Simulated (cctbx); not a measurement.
## Reading a Patterson map

Space group Cmmm (no. 65), a = 4.5790 Å, b = 26.9730 Å, c = 4.5460 Å, α = 90.00°, β = 90.00°, γ = 90.00°, content Er6 Sn10 Ru4 Mg4.

The data are simulated with cctbx, not measured: synchrotron X-rays, λ = 0.4959 Å, to d = 0.8 Å, 80 % of the full sphere, strongest reflection 70000 counts, noise from counting, a 2 % proportional error and a noise floor of 2 counts (s.d.); no absorption.

Patterson synthesis, origin scaled to 1000:

```text
Patterson group C m m m
      u       v       w   height  length (A)
  0.000   0.000   0.000   1000.0     0.00
  0.000   0.093   0.500    767.5     3.38
  0.000   0.315   0.500    559.8     8.81
  0.000   0.409   0.000    500.4    11.02
  0.000   0.185   0.000    467.7     4.99
  0.000   0.500   0.500    433.9    13.68
  0.000   0.223   0.000    404.1     6.01
  0.000   0.276   0.500    365.3     7.79
  0.000   0.368   0.000    340.3     9.94
  0.000   0.462   0.500    250.4    12.66
  0.000   0.132   0.500    121.8     4.21
  0.000   0.445   0.000     95.4    11.99
  0.000   0.201   0.500     34.0     5.87
  0.000   0.112   0.000     28.0     3.03
```

Q: Assign the vectors.

A peak at u stands for all pairs with xi − xj = u, with weight Σ ZiZj against Σ Z² = 61064 at the origin. Peak heights follow these weights only roughly, since form factors, motion and series ripples differ, all vectors within 0.55 Å of a peak are counted as merged into it though the farther ones add only part of their weight, and F(000) is left out, which lowers the whole map:

| u | v | w | shortest length (Å) | height | 1000 ΣZiZj/ΣZ² | pairs in the cell |
| --- | --- | --- | --- | --- | --- | --- |
| 0.000 | 0.093 | 0.500 | 3.39 | 768 | 805 | 8 × Er–Sn, 4 × Er–Ru, 4 × Sn–Sn |
| 0.000 | 0.315 | 0.500 | 5.94 | 560 | 591 | 4 × Er–Er, 8 × Sn–Ru |
| 0.000 | 0.409 | 0.000 | 3.36 | 500 | 563 | 4 × Er–Sn, 4 × Er–Ru, 4 × Sn–Ru |
| 0.000 | 0.185 | 0.000 | 4.99 | 468 | 532 | 6 × Sn–Sn, 4 × Er–Sn, 2 × Ru–Ru |
| 0.000 | 0.500 | 0.500 | 3.23 | 434 | 511 | 8 × Sn–Ru, 4 × Er–Sn |
| 0.000 | 0.223 | 0.000 | 6.01 | 404 | 419 | 4 × Er–Sn, 4 × Er–Ru |
| 0.000 | 0.276 | 0.500 | 6.85 | 365 | 386 | 4 × Er–Sn, 4 × Sn–Sn |
| 0.000 | 0.368 | 0.000 | 4.23 | 340 | 355 | 4 × Sn–Sn, 2 × Er–Er, 4 × Sn–Mg |
| 0.000 | 0.462 | 0.500 | 3.39 | 250 | 276 | 4 × Er–Sn, 4 × Er–Mg |
| 0.000 | 0.132 | 0.500 | 4.22 | 122 | 144 | 4 × Sn–Ru |

The table stops at ten peaks or at a height of 45, below which ripples compete. In the model behind the data Er, the heaviest element, has 2 independent sites: (0, 0.1847, 0) and (1/2, 0, 1/2), up to an allowed shift of origin; the Er–Er vectors are differences of these positions and their symmetry mates. The whole model:

| atom | mult. | x | y | z | Ueq (Å²) |
| --- | --- | --- | --- | --- | --- |
| Er1 | 4 | 0 | 0.1847 | 0 | 0.0082 |
| Er2 | 2 | 1/2 | 0 | 1/2 | 0.0100 |
| Sn1 | 4 | 0 | 0.2790 | 1/2 | 0.0075 |
| Sn2 | 4 | 0 | 0.0899 | 1/2 | 0.0101 |
| Sn3 | 2 | 0 | 0 | 0 | 0.0102 |
| Ru1 | 4 | 0 | 0.4102 | 0 | 0.0135 |
| Mg1 | 4 | 0 | 0.3728 | 1/2 | 0.0108 |

The model was made for the exercise: a known structure type with other elements put in, its volume estimated, not relaxed; displacement parameters are assumed.

[Logs are printed without paths, hosts, clocks, repeated set-up lines and the standing remarks that a program may print on its own settings, such as how far it seeks lower states.]
